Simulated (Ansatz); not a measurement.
**What do other settings change for Ta(100)/ZrC(100) interface (56 atoms)?**

The cell holds 56 atoms: 24 Ta, 16 Zr and 16 C. Cell: a = 13.619 Å, b = 6.606 Å, c = 11.983 Å, α = 90.0°, β = 90.0°, γ = 104.0°. It derives from Ta and ZrC. Bcc Ta(100), 3 repeat layers, 8 surface cells, strained -0.00 and +0.00 %; rock-salt ZrC(100), 2 layers, 8 cells, -0.57 and -0.57 %; outer planes 3.13 Å apart and 3.19 Å at the second interface of the periodic stack; not relaxed, displaced by a Gaussian of 0.02 Å. Regions: Ta, 24 atoms (24 Ta); ZrC, 32 atoms (16 Zr and 16 C).

Geometry: as built.

Reference run: Kohn-Sham DFT, PBE, PAW (set soft_2), plane waves (Ansatz 0.2.0), cutoff 420 eV, k-mesh 2×3×2, fermi-dirac smearing of 0.1 eV.

| Item | Value |
| --- | --- |
| r.m.s. force component | 0.2974 eV/Å |
| pressure | -9.867 GPa |
| spacing of highest filled and lowest empty level | 0.0021 eV |
| SCF cycles | 8 |
| time | 79 s on 4 threads of Intel Xeon 6975P-C (Granite Rapids), shared host |

Q: Estimate how much each variant changes the results, and its time and memory.
- support functions medium
- support functions low
- support functions medium, radius 3.75 Å
- support functions medium, radius 4.06 Å

Each row is set against the plane-wave reference (Kohn-Sham DFT, PBE, PAW (set soft_2), plane waves; r.m.s. force component 0.297 eV/Å). Energies are set beside the reference only for runs with its functional, potentials and electron count. Times are for 4 threads of Intel Xeon 6975P-C (Granite Rapids), shared host. The reference's time includes the DOS, the stress and grids, which some other runs skip.

| run | Δ force, r.m.s. (meV/Å) | share of r.m.s. force (%) | Δ energy (meV/atom) | cycles | time | host memory (GiB) |
| --- | --- | --- | --- | --- | --- | --- |
| reference | - | - | - | 8 | 79 s | 6.4 |
| support functions medium | 1.81 | 0.610 | -1.12 | 10 | 64 s | 3.0 |
| support functions low | 2.85 | 0.960 | -1.12 | 9 | 59 s | 3.0 |
| support functions medium, radius 3.75 Å | 2.09 | 0.702 | -1.10 | 10 | 60 s | 2.8 |
| support functions medium, radius 4.06 Å | 1.54 | 0.517 | -1.13 | 10 | 70 s | 3.1 |

Among numerical settings the force difference runs from 1.5 meV/Å (support functions medium, radius 4.06 Å) to 2.9 meV/Å (support functions low). Differences between support functions and plane waves include what basis error the plane-wave run still has. As the radius goes from 3.75 to 4.06 Å, the force difference goes from 2.1 to 1.5 meV/Å, and the time from 60 s to 70 s. 

[Hosts, paths, dates, database ids (printed as entryN), source tags and the programs' standing remarks are cut or masked in the printed files.]
